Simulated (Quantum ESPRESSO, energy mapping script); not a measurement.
# Spin model of NiO from collinear orders (isotropic strain to volume × 0.955), part 3 of 3

How strongly do the moments of NiO couple under PBE+U (6 eV), QE, GBRV? The plan is to run several orders and fit a Heisenberg model.

PBE with U = 6 eV on Ni d, ortho-atomic projectors; plane waves, U on orthogonalised atomic orbitals unless named otherwise, collinear spin, no spin–orbit coupling.

So far. Step 9 (Uncompensated ++− start in cell D (6 atoms)): The run ends ferrimagnetic, 24.55 meV a magnetic atom below the parallel order of its cell. Step 10 (Run 9 (parallel; cell E, 6 atoms)): The run ends ferromagnetic. For each magnetic atom its energy differs from the parallel run of the first cell by -0.19 meV, an error that one common reference would have brought in.

## (11) Run 10 (uncompensated ++−; cell E, 6 atoms)

Level of this step: PBE with U = 6 eV on Ni d, ortho-atomic projectors, GBRV potentials (Quantum ESPRESSO).

This order reverses 6.67 of the 12 neighbours at 2.90 Å, 2.67 of the 6 neighbours at 4.11 Å and 8 of the 24 neighbours at 5.03 Å, counted for an average magnetic atom.

pw.in reads:

```
&control
  calculation = 'scf'
  prefix = 'pw'
  outdir = './tmp/'
  pseudo_dir = './pseudo/'
  verbosity = 'low'
/
&system
  ibrav = 0
  nat = 6
  ntyp = 3
  ecutwfc = 45
  ecutrho = 360
  nbnd = 53
  occupations = 'smearing'
  smearing = 'fd'
  degauss = 0.00367493
  nspin = 2
  starting_magnetization(1) = 0.1111
  starting_magnetization(2) = -0.1111
/
&electrons
  conv_thr = 1.5e-08
  electron_maxstep = 120
  mixing_beta = 0.3
  mixing_mode = 'plain'
/
ATOMIC_SPECIES
  Ni1 58.6934 Ni.upf
  Ni2 58.6934 Ni.upf
  O 15.9990 O.upf
CELL_PARAMETERS angstrom
  0.00000000 -2.05413169 -2.05413169
  -4.10826338 0.00000000 0.00000000
  2.05413169 4.10826338 -2.05413169
ATOMIC_POSITIONS crystal
  Ni1 0.66666667 0.66666667 0.33333333
  Ni1 0.33333333 0.33333333 0.66666667
  Ni2 0.00000000 0.00000000 0.00000000
  O 0.66666667 0.16666667 0.33333333
  O 0.33333333 0.83333333 0.66666667
  O 0.00000000 0.50000000 0.00000000
K_POINTS automatic
  8 8 8 0 0 0
HUBBARD {ortho-atomic}
U Ni1-3d 6
U Ni2-3d 6
```

On the command line:

```
OMP_NUM_THREADS=1 mpirun -n 8 pw.x -nk 8 -in pw.in > pw.out
```

Output:

```text
[banner, memory and clock lines left out]
Program PWSCF v.7.5 starts
[...]
unit-cell volume          =     350.9399 (a.u.)^3
     number of atoms/cell      =            6
[...]
number of electrons       =        72.00
     number of Kohn-Sham states=           53
     kinetic-energy cutoff     =      45.0000  Ry
     charge density cutoff     =     360.0000  Ry
[...]
The total energy is F=E-TS. E is the sum of the following terms:
     one-electron contribution =    -630.06636586 Ry
     hartree contribution      =     361.47533862 Ry
     xc contribution           =    -129.08725702 Ry
     ewald contribution        =    -728.76966781 Ry
     Hubbard energy            =       0.20246645 Ry
     total magnetization       =     2.00 Bohr mag/cell
     absolute magnetization    =     5.58 Bohr mag/cell
     convergence has been achieved in  15 iterations
[key lines of the parts left out:]
!    total energy              =   -1126.24548562 Ry
the Fermi energy is    15.5754 ev
```

The job ended after 1.9 min (8 MPI ranks of Arm Neoverse N1, shared host; peak memory 1.1 GiB; 16 min of CPU time).

The run ends ferrimagnetic, 53.40 meV a magnetic atom below the parallel order of its cell.

## (12) From energies to couplings

Each energy difference is a sum of couplings weighted by the pairs that the order reverses. A few near shells are fitted to the differences by least squares. Energies are those extrapolated to zero occupation width, not the free energies F.

The orders side by side; each is measured from the parallel order in the same cell and on the same mesh:

| order | atoms | energy (meV a magnetic atom) | moments (μB) | moments kept as typed | opposed neighbours at 2.90, 4.11, 5.03 Å |
| --- | --- | --- | --- | --- | --- |
| parallel in cell A | 4 | 0.00 | 1.72 | yes | 0, 0, 0 |
| compensated +− in cell A | 4 | 11.42 | 1.73 | yes | 8, 0, 16 |
| parallel in cell B | 4 | 0.00 | 1.72 | yes | 0, 0, 0 |
| compensated +− in cell B | 4 | -120.51 | 1.66 | yes | 6, 6, 12 |
| parallel in cell C | 6 | 0.00 | 1.72 | yes | 0, 0, 0 |
| uncompensated ++− in cell C | 6 | -83.91 | 1.65 to 1.69 | yes | 4, 4, 12 |
| parallel in cell D | 6 | 0.00 | 1.72 | yes | 0, 0, 0 |
| uncompensated ++− in cell D | 6 | -24.55 | 1.70 to 1.71 | yes | 5.33, 1.33, 16 |
| parallel in cell E | 6 | 0.00 | 1.72 | yes | 0, 0, 0 |
| uncompensated ++− in cell E | 6 | -53.40 | 1.68 to 1.70 | yes | 6.67, 2.67, 8 |

Fitted to E = −Σ J e·e over ordered pairs of unit vectors (J > 0 favours parallel moments):

| pair | distance (Å) | neighbours | J (meV) |
| --- | --- | --- | --- |
| Ni–Ni | 2.90 | 12 | 0.669 |
| Ni–Ni | 4.11 | 6 | -10.8 |
| Ni–Ni | 5.03 | 24 | 0.0284 |
| Ni–Ni | 5.81 | 12 | -0.393 |

These orders cannot tell some unfitted shells from fitted ones: the value at 2.90 Å holds J(2.90) + 4 J(7.69) + J(8.71), the value at 5.03 Å holds J(5.03) + J(8.71) and the value at 5.81 Å holds J(5.81) − J(8.71); other unfitted shells add to the values wholly or in part.

Adding the shell at 6.50 Å gives 0.72, -11, 0.037, -0.40 and -0.040 meV and a mean-field temperature of 462 K, an exact solve that tests nothing.

In mean field these couplings order at 464 K, at q = (0.50, 0.50, 0.50) in fractions of the conventional cell's reciprocal vectors, and give a Curie–Weiss temperature of -470 K.

## (13) Ordering temperature by Monte Carlo

Mean field ignores fluctuations and overstates the ordering temperature, so the model is also sampled. The heat capacity peaks where order sets in.

Classical unit spins with these couplings on 8×8×4 copies of a cell that holds the lowest order (512 spins), heat-bath sweeps, cooled from random directions, 831 sweeps to settle and 2493 measured at each temperature, averaged over 8 runs.

| T (K) | order along the lowest pattern | net moment | heat capacity (k_B a spin) |
| --- | --- | --- | --- |
| 55.7 | 0.46 | 0.01 | 1.00 |
| 95.3 | 0.44 | 0.01 | 1.06 |
| 155 | 0.41 | 0.01 | 1.15 |
| 194 | 0.35 | 0.02 | 1.28 |
| 234 | 0.34 | 0.02 | 1.39 |
| 293 | 0.27 | 0.02 | 1.82 |
| 313 | 0.25 | 0.02 | 1.87 |
| 333 | 0.22 | 0.02 | 1.79 |
| 372 | 0.15 | 0.02 | 1.13 |
| 412 | 0.12 | 0.03 | 0.64 |
| 471 | 0.09 | 0.03 | 0.39 |
| 511 | 0.08 | 0.03 | 0.28 |

The smoothed heat capacity peaks at 309 K. The order column follows one pattern alone; equivalent domains or another pattern share the rest.

## (14) Against the first cell

The first set of orders, under PBE+U (6 eV), QE, GBRV, isotropic strain to volume × 1, took 66 min of CPU time summed over its finished orders (seed run apart), these 63 min.

| quantity | this set | first set |
| --- | --- | --- |
| J at 2.90 Å (2.95 Å in the first set), meV | 0.669 | 0.625 |
| J at 4.11 Å (4.17 Å in the first set), meV | -10.8 | -9.40 |
| J at 5.03 Å (5.11 Å in the first set), meV | 0.0284 | 0.0256 |
| J at 5.81 Å (5.90 Å in the first set), meV | -0.393 | -0.344 |
| ordering temperature, mean field, K | 464 | 404 |
| heat-capacity peak, Monte Carlo, K | 309 | 269 |

The coupling that led in the first set goes from -9.40 to -10.8 meV.

## (15) Results

```
lowest order tried                                              : compensated +− in cell B
largest fitted value (a combination of shells), Ni–Ni at 4.11 Å : -10.8 meV
ordering temperature, mean field                                : 464 K
heat-capacity peak, Monte Carlo                                 : 309 K
```

Of the orders tried, NiO (isotropic strain to volume × 0.955) prefers the order “compensated +− in cell B” under PBE+U (6 eV), QE, GBRV, with 6 of 12 neighbours at 2.90 Å, 6 of 6 neighbours at 4.11 Å and 12 of 24 neighbours at 5.03 Å opposed, and the heat capacity of the fitted model peaks near 309 K (Monte Carlo, classical spins). The largest fitted coupling is the Ni–Ni pair at 4.11 Å, antiferromagnetic at -11 meV, across a ligand at about 180°. The straight metal–ligand–metal path outweighs the right-angled one, the pattern expected of superexchange through one ligand p orbital, which these runs do not test. The orders also reverse pairs at 6.50 Å, which are not fitted, so the fitted values hold their part too. With 5 differences for 4 couplings the fit misses by 0.49 meV at most, a small part of the spread. In the fitted orders moments change by up to 3.8 % against the parallel run of the same cell, so their size stays put. Monte Carlo puts the peak at 0.67 of the mean-field temperature, since mean field leaves out fluctuations. In tests on simple cubic and body-centred models such peaks lay 5 to 6 % under the bulk value. On cooling, the order along the one computed pattern stays at or under 0.46: the model settles in an equivalent domain, a degenerate mixture or another order. The parallel order holds 2 μB a magnetic atom, spin 1; the common factor (S+1)/S would raise the classical 309 K to 618 K, a correction that often overshoots.

[Logs and program files are shortened in this print: banners, set-up blocks, solver, clock and traceback lines can be left out without a mark of their own.]

[Logs are printed without paths, hosts, clocks, repeated set-up lines and the standing remarks that a program may print on its own settings, such as how far it seeks lower states.]

[Hosts, paths, dates, database ids (printed as entryN), source tags and the programs' standing remarks are cut or masked in the printed files.]

[Where a cell is said to come from a database of computed structures, the database is the Materials Project.]
